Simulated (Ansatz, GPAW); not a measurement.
# Cutoff, mesh and smearing for Y/V(110)

How do cutoff, mesh, smearing and the dipole layer change the work function of Y/V(110)?

Main program and level: GPAW 26.7.0 and Ansatz 0.2.0; Ansatz plane waves; slab in vacuum with a dipole correction, relaxation, in the first sound run; inputs show where later runs differ.

**1. Starting point**

The cell holds 17 atoms: 16 V and 1 Y. Its edges and angles: a = 5.231 Å, b = 5.231 Å, c = 27.762 Å, α = 90.0°, β = 90.0°, γ = 70.5°. Vacuum lies along c.

**2. Relaxing the atoms**

Forces are removed first; all later runs use this geometry. The lowest 12 atoms are held at bulk positions and keep their forces.

The input, input.yaml:

```yaml
crystal:
  lattice:
    - [4.2709249584, -3.02, 0.0]
    - [4.2709249584, 3.02, 0.0]
    - [0.0, 0.0, 27.7620881468]
  atoms:
    - { symbol: V, position: [0.0, 0.0, 0.3241831073] }
    - { symbol: V, position: [0.25, 0.25, 0.4011032031] }
    - { symbol: V, position: [0.0, 0.0, 0.4780232988] }
    - { symbol: V, position: [0.25, 0.25, 0.5549433946] }
    - { symbol: V, position: [0.0, 0.5, 0.3241831073] }
    - { symbol: V, position: [0.25, 0.75, 0.4011032031] }
    - { symbol: V, position: [0.0, 0.5, 0.4780232988] }
    - { symbol: V, position: [0.25, 0.75, 0.5549433946] }
    - { symbol: V, position: [0.5, 0.0, 0.3241831073] }
    - { symbol: V, position: [0.75, 0.25, 0.4011032031] }
    - { symbol: V, position: [0.5, 0.0, 0.4780232988] }
    - { symbol: V, position: [0.75, 0.25, 0.5549433946] }
    - { symbol: V, position: [0.5, 0.5, 0.3241831073] }
    - { symbol: V, position: [0.75, 0.75, 0.4011032031] }
    - { symbol: V, position: [0.5, 0.5, 0.4780232988] }
    - { symbol: V, position: [0.75, 0.75, 0.5549433946] }
    - { symbol: "Y", position: [0.0, 0.25, 0.6758168927] }
kpoints:
  mp_grid: { grid: [7, 7, 1] }
hamiltonian:
  xc: pbe
scf:
  occupations: { method: fermi_dirac, width: 0.1 }
efield:
  axis: 3
  dipole_correction: true
  ramp_width: 0.05
relax:
  f_tol: 0.02
  max_steps: 60
  constraints: [{ sites: [0, 1, 2, 4, 5, 6, 8, 9, 10, 12, 13, 14] }]
output:
  write_potential: true
  write_density: true
  volumetric_format: npy
```

The run is started by

```console
ansatz run input.yaml --threads 4 --pin off --max-ram 8192MiB --backend cpu --events-out ev --progress --plain --runs-dir out
```

Numbers of over 12 decimals in the logs are rounded to 6 here.

What it wrote:

```text
Engine: ansatz 0.2.0, aarch64-unknown-linux-gnu
Pseudopotentials: kind: paw
Pseudopotential: V, paw, valence charge 13, recommended cutoff 420 eV (normal), V.paw.azcp
Pseudopotential: Y, paw, valence charge 11, recommended cutoff 420 eV (normal), Y.paw.azcp
Functional definition: PBE
  parameter kappa = 0.804
  parameter beta = 0.066725
  exchange = pbe_x(kappa = kappa, mu = beta*pi^2/3)
  correlation = pbe_c(beta = beta)
Crystal: 17 atoms, lattice volume = 716.162 Å³
Basis set: ecut = 420 eV, 14009 PW (Γ), exchange–correlation on 72×72×384 points (8 copies of the dense FFT grid, shifted against one another)
Bands: 132, of which v1, the nominal top of the filled ones, is band 110 counted from 1 (109 counted from 0)
Symmetry: 2 space group operations
Space group: P2 (ITA 3), of the structure as read, at distance tolerance 8.9e-5 Å
k-points: 25 of 49
Non-local potential: V, projectors of the file, l = 0: 3, l = 1: 2, l = 2: 3, l = 3: 1
Non-local potential: Y, projectors of the file, l = 0: 3, l = 1: 2, l = 2: 2, l = 3: 1
PAW form: soft (Blöchl's): semilocal exchange-correlation on the pseudo side does not see the compensation charge
PAW one-centre angular grid: V, 590 points (default); XC on 64 Gauss nodes
PAW one-centre angular grid: Y, 590 points (default); XC on 64 Gauss nodes
Initial density: superposition of atomic densities (neutral atoms: chi_scale 0, normalization atom), corrected by the library's trained network
Initial wavefunctions: pseudopotential atomic-orbital guess
Functional: x = pbe(κ = 0.804, μ = 0.219515), c = pbe(β = 0.066725)
SCF iter   1: F=—  HF=-50438.273936 eV  |F-HF|=—  |Δ(HF+E_count)|=         —  Δρ=4.77e-3  dr2=1.36e0  ethr=1.77e-3  p=0.237 e·Å  D=6.00e-2 V/Å  ΔV_dip=-1.67 eV  dr2_dipole=7.00e-1  V_vac-E_F(+/−)=3.15/4.82 eV  ⟨swp⟩=9.1  Hψ=14527  notcnv=0
efield: sawtooth ramp at fractional position 0.9750 (placed from the atoms, in the widest stretch of the axis that holds none; the zero of the levels goes with the place), width 0.0500; the density the first Hamiltonian is built on has a dipole p = 0.237 e·Å; the dipole correction subtracts the counter field D = 6.00e-2 V/Å, which shifts the + side's vacuum level by -1.67 eV against the − side's; the planar-averaged density in the ramp window peaks in size at 2.9e-5 e/Å³
preconditioner: auto → LDOS  [metal: Δε(μ)=0.004 eV  Ē_g=2.412 eV  σ=0.100 eV  W_gap=0.01  n_scr=130 (ndim 8)  ℏωp=12.6 eV  f_vac=0.537  D(μ)=31.24/eV (n_scr^D=288)  β→1.0]
SCF iter   2: F=—  HF=-50438.261960 eV  |F-HF|=—  |Δ(HF+E_count)|=   1.20e-2  Δρ=3.09e-3  dr2=1.38e-1  ethr=6.21e-4  p=0.230 e·Å  D=5.81e-2 V/Å  ΔV_dip=-1.61 eV  dr2_dipole=2.79e-3  V_vac-E_F(+/−)=3.12/4.73 eV  ⟨swp⟩=2.0  Hψ=5294  notcnv=0
SCF iter   3: F=—  HF=-50438.251738 eV  |F-HF|=—  |Δ(HF+E_count)|=   1.02e-2  Δρ=2.18e-3  dr2=5.64e-2  ethr=6.29e-5  p=0.236 e·Å  D=5.98e-2 V/Å  ΔV_dip=-1.66 eV  dr2_dipole=3.95e-4  V_vac-E_F(+/−)=3.13/4.79 eV  ⟨swp⟩=3.0  Hψ=6467  notcnv=0
SCF iter   4: F=—  HF=-50438.243769 eV  |F-HF|=—  |Δ(HF+E_count)|=   7.97e-3  Δρ=3.60e-4  dr2=1.68e-3  ethr=2.57e-5  p=0.233 e·Å  D=5.88e-2 V/Å  ΔV_dip=-1.63 eV  dr2_dipole=2.07e-4  V_vac-E_F(+/−)=3.14/4.77 eV  ⟨swp⟩=2.2  Hψ=4425  notcnv=0
SCF iter   5: F=—  HF=-50438.243958 eV  |F-HF|=—  |Δ(HF+E_count)|=   1.88e-4  Δρ=1.52e-4  dr2=3.68e-4  ethr=7.69e-7  p=0.231 e·Å  D=5.83e-2 V/Å  ΔV_dip=-1.62 eV  dr2_dipole=1.54e-6  V_vac-E_F(+/−)=3.15/4.77 eV  ⟨swp⟩=3.2  Hψ=7312  notcnv=0
SCF iter   6: F=—  HF=-50438.244002 eV  |F-HF|=—  |Δ(HF+E_count)|=   4.43e-5  Δρ=8.14e-5  dr2=8.64e-5  ethr=1.68e-7  p=0.230 e·Å  D=5.80e-2 V/Å  ΔV_dip=-1.61 eV  dr2_dipole=4.90e-6  V_vac-E_F(+/−)=3.16/4.77 eV  ⟨swp⟩=2.0  Hψ=4544  notcnv=0
SCF iter   7: F=—  HF=-50438.244007 eV  |F-HF|=—  |Δ(HF+E_count)|=   4.97e-6  Δρ=3.05e-5  dr2=1.91e-5  ethr=3.94e-8  p=0.229 e·Å  D=5.79e-2 V/Å  ΔV_dip=-1.61 eV  dr2_dipole=1.09e-8  V_vac-E_F(+/−)=3.16/4.77 eV  ⟨swp⟩=2.4  Hψ=5256  notcnv=0
SCF iter   8: F=-50438.244005 eV  HF=-50438.244010 eV  |F-HF|=4.87e-6  |Δ(HF+E_count)|=   2.76e-6  Δρ=1.25e-5  dr2=5.49e-6  ethr=4.57e-9  p=0.229 e·Å  D=5.79e-2 V/Å  ΔV_dip=-1.61 eV  dr2_dipole=8.89e-7  V_vac-E_F(+/−)=3.17/4.77 eV  ⟨swp⟩=15.7  Hψ=34520  notcnv=0
SCF 1 converged in 8 iterations: F = -50438.244005 eV  dr2 = 5.49e-6
  greatest PAW one-centre occupation: 1.000 electrons in one spin orbital (limit 2), on the V atom at site 9 (counted from 0), in its partial waves of l = 0
relax step   1: F+E_penalty+E_count = -50438.24400472 eV  Δ(F+E_penalty+E_count) = +0.000e0 eV  max|allowed force component| = 1.878e0 eV/Å  Δτ_max = 0.0000 Å  (8 SCF iters, dr2 threshold 1.00e-5 eV, accepted)
Initial density: handed on by an earlier stage of this run
Initial wavefunctions: those handed on with the density
iter 1 solved again at ethr=4.30e-4 eV; its pass at ethr=3.10e-3 eV (dr2=9.42e-1 eV) is discarded
SCF iter   1: F=—  HF=-50438.635654 eV  |F-HF|=—  |Δ(HF+E_count)|=         —  Δρ=3.53e-3  dr2=6.25e-1  ethr=4.30e-4  p=0.229 e·Å  D=5.79e-2 V/Å  ΔV_dip=-1.61 eV  dr2_dipole=2.40e-2  V_vac-E_F(+/−)=3.17/4.78 eV  ⟨swp⟩=1.1  Hψ=9679  notcnv=0
efield: sawtooth ramp at fractional position 0.9750 (handed on by an earlier solve), width 0.0500; the density the first Hamiltonian is built on has a dipole p = 0.229 e·Å; the dipole correction subtracts the counter field D = 5.79e-2 V/Å, which shifts the + side's vacuum level by -1.61 eV against the − side's; the planar-averaged density in the ramp window peaks in size at 4.7e-6 e/Å³
preconditioner: auto → LDOS  [metal: Δε(μ)=0.002 eV  Ē_g=2.457 eV  σ=0.100 eV  W_gap=0.00  n_scr=130 (ndim 8)  ℏωp=12.6 eV  f_vac=0.542  D(μ)=30.34/eV (n_scr^D=264)  β→1.0]
SCF iter   2: F=—  HF=-50438.619119 eV  |F-HF|=—  |Δ(HF+E_count)|=   1.65e-2  Δρ=1.60e-3  dr2=4.79e-2  ethr=2.85e-4  p=0.240 e·Å  D=6.06e-2 V/Å  ΔV_dip=-1.68 eV  dr2_dipole=1.03e-2  V_vac-E_F(+/−)=3.08/4.77 eV  ⟨swp⟩=2.0  Hψ=4843  notcnv=0
SCF iter   3: F=—  HF=-50438.618212 eV  |F-HF|=—  |Δ(HF+E_count)|=   9.07e-4  Δρ=1.11e-3  dr2=2.16e-2  ethr=2.19e-5  p=0.241 e·Å  D=6.10e-2 V/Å  ΔV_dip=-1.69 eV  dr2_dipole=2.17e-4  V_vac-E_F(+/−)=3.08/4.77 eV  ⟨swp⟩=2.2  Hψ=5768  notcnv=0
SCF iter   4: F=—  HF=-50438.614765 eV  |F-HF|=—  |Δ(HF+E_count)|=   3.45e-3  Δρ=2.22e-4  dr2=6.66e-4  ethr=9.88e-6  p=0.241 e·Å  D=6.10e-2 V/Å  ΔV_dip=-1.69 eV  dr2_dipole=3.63e-6  V_vac-E_F(+/−)=3.08/4.77 eV  ⟨swp⟩=3.1  Hψ=6215  notcnv=0
[...]
relax step   7: F+E_penalty+E_count = -50439.95718861 eV  Δ(F+E_penalty+E_count) = -6.218e-2 eV  max|allowed force component| = 6.500e-2 eV/Å  Δτ_max = 0.1878 Å  (6 SCF iters, dr2 threshold 1.00e-4 eV, accepted)
SCF iter   1: F=—  HF=-50439.964378 eV  |F-HF|=—  |Δ(HF+E_count)|=         —  Δρ=1.69e-3  dr2=1.26e-1  ethr=4.01e-4  p=0.330 e·Å  D=8.35e-2 V/Å  ΔV_dip=-2.32 eV  dr2_dipole=2.30e-5  V_vac-E_F(+/−)=2.44/4.76 eV  ⟨swp⟩=2.2  Hψ=5187  notcnv=0
efield: sawtooth ramp at fractional position 0.9750 (handed on by an earlier solve), width 0.0500; the density the first Hamiltonian is built on has a dipole p = 0.330 e·Å; the dipole correction subtracts the counter field D = 8.35e-2 V/Å, which shifts the + side's vacuum level by -2.32 eV against the − side's; the planar-averaged density in the ramp window peaks in size at 3.4e-6 e/Å³
preconditioner: auto → LDOS  [metal: Δε(μ)=0.006 eV  Ē_g=2.592 eV  σ=0.100 eV  W_gap=0.01  n_scr=130 (ndim 8)  ℏωp=12.6 eV  f_vac=0.579  D(μ)=27.53/eV (n_scr^D=238)  β→1.0]
SCF iter   2: F=—  HF=-50439.960496 eV  |F-HF|=—  |Δ(HF+E_count)|=   3.88e-3  Δρ=7.20e-4  dr2=1.04e-2  ethr=5.73e-5  p=0.329 e·Å  D=8.31e-2 V/Å  ΔV_dip=-2.31 eV  dr2_dipole=7.28e-5  V_vac-E_F(+/−)=2.45/4.76 eV  ⟨swp⟩=2.0  Hψ=4266  notcnv=0
SCF iter   3: F=—  HF=-50439.959422 eV  |F-HF|=—  |Δ(HF+E_count)|=   1.07e-3  Δρ=2.52e-4  dr2=1.52e-3  ethr=4.74e-6  p=0.328 e·Å  D=8.30e-2 V/Å  ΔV_dip=-2.30 eV  dr2_dipole=3.54e-6  V_vac-E_F(+/−)=2.46/4.76 eV  ⟨swp⟩=3.0  Hψ=5448  notcnv=0
SCF iter   4: F=—  HF=-50439.959231 eV  |F-HF|=—  |Δ(HF+E_count)|=   1.91e-4  Δρ=7.43e-5  dr2=9.66e-5  ethr=6.92e-7  p=0.329 e·Å  D=8.31e-2 V/Å  ΔV_dip=-2.31 eV  dr2_dipole=1.99e-6  V_vac-E_F(+/−)=2.46/4.76 eV  ⟨swp⟩=2.7  Hψ=5172  notcnv=0
SCF iter   5: F=—  HF=-50439.959551 eV  |F-HF|=—  |Δ(HF+E_count)|=   3.21e-4  Δρ=2.80e-5  dr2=7.09e-6  ethr=4.41e-8  p=0.329 e·Å  D=8.31e-2 V/Å  ΔV_dip=-2.31 eV  dr2_dipole=3.32e-8  V_vac-E_F(+/−)=2.45/4.76 eV  ⟨swp⟩=2.0  Hψ=4535  notcnv=0
SCF iter   6: F=—  HF=-50439.959555 eV  |F-HF|=—  |Δ(HF+E_count)|=   3.78e-6  Δρ=1.08e-5  dr2=1.54e-6  ethr=3.24e-9  p=0.329 e·Å  D=8.32e-2 V/Å  ΔV_dip=-2.31 eV  dr2_dipole=1.68e-8  V_vac-E_F(+/−)=2.45/4.76 eV  ⟨swp⟩=3.1  Hψ=5526  notcnv=0
SCF iter   7: F=—  HF=-50439.959555 eV  |F-HF|=—  |Δ(HF+E_count)|=   4.03e-7  Δρ=3.74e-6  dr2=2.31e-7  ethr=7.01e-10  p=0.329 e·Å  D=8.32e-2 V/Å  ΔV_dip=-2.31 eV  dr2_dipole=4.19e-10  V_vac-E_F(+/−)=2.45/4.76 eV  ⟨swp⟩=2.5  Hψ=4856  notcnv=0
SCF iter   8: F=-50439.959556 eV  HF=-50439.959556 eV  |F-HF|=3.86e-8  |Δ(HF+E_count)|=   1.09e-7  Δρ=1.16e-6  dr2=3.10e-8  ethr=4.57e-11  p=0.329 e·Å  D=8.32e-2 V/Å  ΔV_dip=-2.31 eV  dr2_dipole=2.35e-10  V_vac-E_F(+/−)=2.45/4.76 eV  ⟨swp⟩=11.9  Hψ=24651  notcnv=0
SCF 8 converged in 8 iterations: F = -50439.959556 eV  dr2 = 3.10e-8
relax step   8: F+E_penalty+E_count = -50439.95955562 eV  Δ(F+E_penalty+E_count) = -2.367e-3 eV  max|allowed force component| = 1.690e-2 eV/Å  Δτ_max = 0.0156 Å  (8 SCF iters, accepted)
NSCF: frozen V_eff on 25 k-points
the band table was solved once a step of the walk had ended and its energy, with any forces and stress, was formed, with the checks that follow a solve (16062 applications of the Hamiltonian). They found nothing against the state; the energy, forces and stress were not computed again (output.eigenvalues in the input reference)
WARN: The output density's exchange-correlation potential varies sharply where the density is thin. Do not read a vacuum level from v_tot or v_xc, or from such a field of the output density. On a cell that repeats whose density bears no net charge and no dipole along the vacuum's axis use v_es (v_loc + v_h of the components); under efield.dipole_correction with no amplitude use v_es + v_field, which holds any externa [...]
SCF converged after 8 iterations
Free energy (F): -50439.959556 eV
Harris-Foulkes:  -50439.959556 eV  (|F-HF|=3.86e-8)
Internal energy: -50439.049696 eV  (E = F + TS)
E sigma→0 (E₀):  -50439.504626 eV
Entropy (-TS):   -0.909860 eV (-53.521 meV/atom)
Fermi energy:    3.271801 eV
Dipole field:    D = 0.083221 V/Å  (p = 0.329367 e·Å, saw-weighted, corrected)
Work function:   Φ+ = 2.4514 eV   Φ− = 4.7618 eV
Levels:          The Fermi level and band energies are counted from a zero that moves with the ramp; work functions are not
--- Per-component energies (eV) ---
  E_band       = -5284.293575
  E_kinetic    = 5663.942473
  E_local      = -372085.215614  (includes V_loc(G=0)·N_el)
  E_nonlocal   = -668.971032
  E_hartree    = 183913.897183
  E_xc         = -2246.694631
  E_vxc        = -2826.302802  (∫ρ·V_xc dr)
  E_paw        = -20631.616771  (= ΣΔE_a)
  E_vpaw       = -3221.607383  (= ΣTr[D̂ρ^β])
  E_aug_tail   = 0.004217  (compensation charges beyond the density's cutoff)
  E_efield     = 0.013705  (sawtooth field / dipole correction)
  E_vefield    = 26.132123  (∫n·V_field dr)
  E_ewald      = 155615.590774
  E_smearing   = -0.909860  (= −TS)
  E_closure    = 0.000000  (closes the sum)
  Σ components = -50439.959556   (vs F -50439.959556, Δ=0.00e0)
--- Forces (eV/Å), atoms counted from 1 ---
  atom   1  V     -0.00940153     0.01418076     0.58396994
  atom   2  V      0.00772502     0.02066508    -0.50377363
  atom   3  V     -0.14252242    -0.13301677    -0.19632457
  atom   4  V      0.00050177     0.01322890     0.01690431
  atom   5  V      0.00940153    -0.01418076     0.58396994
  atom   6  V      0.02125235     0.01869206    -0.33131441
  atom   7  V      0.14252242     0.13301677    -0.19632457
  atom   8  V     -0.00338830    -0.00277809    -0.00360760
  atom   9  V     -0.01077067     0.01390239     0.56470299
  atom  10  V     -0.00772502    -0.02066508    -0.50377363
  atom  11  V     -0.05024347    -0.11998051    -0.12837219
  atom  12  V     -0.00050177    -0.01322890     0.01690431
  atom  13  V      0.01077067    -0.01390239     0.56470299
  atom  14  V     -0.02125235    -0.01869206    -0.33131441
  atom  15  V      0.05024347     0.11998051    -0.12837219
  atom  16  V      0.00338830     0.00277809    -0.00360760
  atom  17  Y      0.00000000     0.00000000    -0.00434838
  max |Σ_I F_I| component: 2.13e-5 eV/Å
--- Band table (eV; the first three rows and the last of 25) ---
  k-point 0: bands = [... 106 lower, 3.4417, 3.4813, 3.6069, 3.6990, 3.7232, 3.8437, 3.8632, 3.9209, ... 18 higher]
  k-point 1: bands = [... 106 lower, 3.3304, 3.4540, 3.5366, 3.6080, 3.6377, 3.7021, 3.7570, 3.8280, ... 18 higher]
  k-point 2: bands = [... 106 lower, 3.1139, 3.1258, 3.2436, 3.2860, 3.4128, 3.4359, 3.4740, 3.5546, ... 18 higher]
  k-point 24: bands = [... 106 lower, 2.9220, 2.9786, 2.9808, 3.0165, 3.1179, 3.1453, 3.1978, 3.3102, ... 18 higher]
--- Relaxed structure (8 steps of the walk, 8 accepted, 0 SCFs on fresh bases) ---
  F+E_penalty+E_count = -50439.95955562 eV   max|allowed force component| = 1.690e-2 eV/Å
  atoms:
    - { symbol: V, position: [0.0, 0.0, 0.324183] }
    - { symbol: V, position: [0.250000, 0.250000, 0.4011032031] }
    - { symbol: V, position: [0.0, 0.0, 0.478023] }
    - { symbol: V, position: [0.250021, 0.249976, 0.547384] }
    - { symbol: V, position: [-2.7755575615628914e-17, 0.5, 0.324183] }
    - { symbol: V, position: [0.250000, 0.75, 0.4011032031] }
    - { symbol: V, position: [-2.7755575615628914e-17, 0.5, 0.478023] }
    - { symbol: V, position: [0.245753, 0.752298, 0.554630] }
    - { symbol: V, position: [0.5, -2.7755575615628914e-17, 0.324183] }
    - { symbol: V, position: [0.75, 0.250000, 0.4011032031] }
    - { symbol: V, position: [0.5, -2.7755575615628914e-17, 0.478023] }
    - { symbol: V, position: [0.749979, 0.250024, 0.547384] }
    - { symbol: V, position: [0.500000, 0.500000, 0.324183] }
    - { symbol: V, position: [0.75, 0.75, 0.4011032031] }
    - { symbol: V, position: [0.500000, 0.500000, 0.478023] }
    - { symbol: V, position: [0.754247, 0.747702, 0.554630] }
    - { symbol: Y, position: [-1.3877787807814457e-17, 0.25, 0.634238] }
```

The job ended after 18 min (4 threads of Arm Neoverse N1, shared host; peak memory 3 GiB; 69 min of CPU time).

This run has no spin polarisation, although V can carry a moment.

The steps of the relaxation:

```tsv
step	energy less that of the first step (eV)	largest force component (eV/Å)
1	0.0000	1.8783
2	-0.3707	1.9522
3	-0.7475	1.9413
4	-1.1255	1.7331
5	-1.4365	1.2298
6	-1.6510	0.7036
7	-1.7132	0.0650
8	-1.7156	0.0169
```

The run keeps the 2 symmetry operations that it works with, so distortions that break them were not tested.

The atoms that moved most (Å):

```tsv
atom	dx	dy	dz	length
Y17	0.000	0.000	-1.154	1.154
V4	0.000	0.000	-0.210	0.210
V12	0.000	0.000	-0.210	0.210
V8	-0.008	0.020	-0.009	0.023
V16	0.008	-0.020	-0.009	0.023
```

This step gave:

* free energy: -50439.9596 eV
* smearing term TS: 0.9099 eV
* symmetry operations: 2
* upper work function: 2.451 eV
* lower work function: 4.762 eV
* dipole along the normal: 0.3294 e·Å
* dipole field: 0.08322 V/Å
* vacuum level above: 5.723 eV
* vacuum level below: 8.034 eV

The electrostatic potential energy of an electron (with the applied field's), less the Fermi level, planar mean oscillates, so the rows of the table below give means over windows of 2.24 Å about each position, cut where the curve ends. Its maxima inside the range that stand out by 2 % of the span (Å: eV): 2.5: 4.76, 10.1: -1.10, 12.1: -1.12, 14.3: -2.34, 16.6: 0.480. Its minima: 9.0: -13.0, 11.1: -12.8, 13.3: -12.8, 15.3: -12.7, 17.6: -4.31.

The electrostatic potential energy of an electron (with the applied field's), less the Fermi level, planar mean by z; means over each step:

```tsv
z (Å)	electrostatic potential energy of an electron (with the applied field's), less the Fermi level, planar mean (eV)
1.12	4.58
3.36	4.76
5.60	4.70
7.84	-1.83
10.08	-7.99
12.32	-7.97
14.56	-8.66
16.80	-3.10
19.04	0.621
21.28	2.41
23.52	2.45
25.76	2.45
```

The valence density, planar mean oscillates, so the rows of the table below give means over windows of 2.17 Å about each position, cut where the curve ends. Its maxima inside the range that stand out by 2 % of the span (Å: e/Å³): 9.0: 2.06, 11.1: 2.06, 13.3: 2.06, 15.3: 1.99, 17.6: 0.306. Its minima: 10.1: 0.270, 12.1: 0.269, 14.3: 0.309, 16.6: 0.133.

Valence density, planar mean against z; means over each step:

```tsv
z (Å)	valence density, planar mean (e/Å³)
3.25	6.4e-6
5.42	0.00109
7.59	0.196
9.77	0.954
11.93	0.954
14.11	1.05
16.27	0.626
18.45	0.128
20.62	0.00194
22.79	4.5e-5
```

The relaxation lowered the energy of the cell by 1.72 eV.

(Continued in part 2 of 3.)

[Logs are printed without paths, hosts, clocks, repeated set-up lines and the standing remarks that a program may print on its own settings, such as how far it seeks lower states.]

[Hosts, paths, dates, database ids (printed as entryN), source tags and the programs' standing remarks are cut or masked in the printed files.]
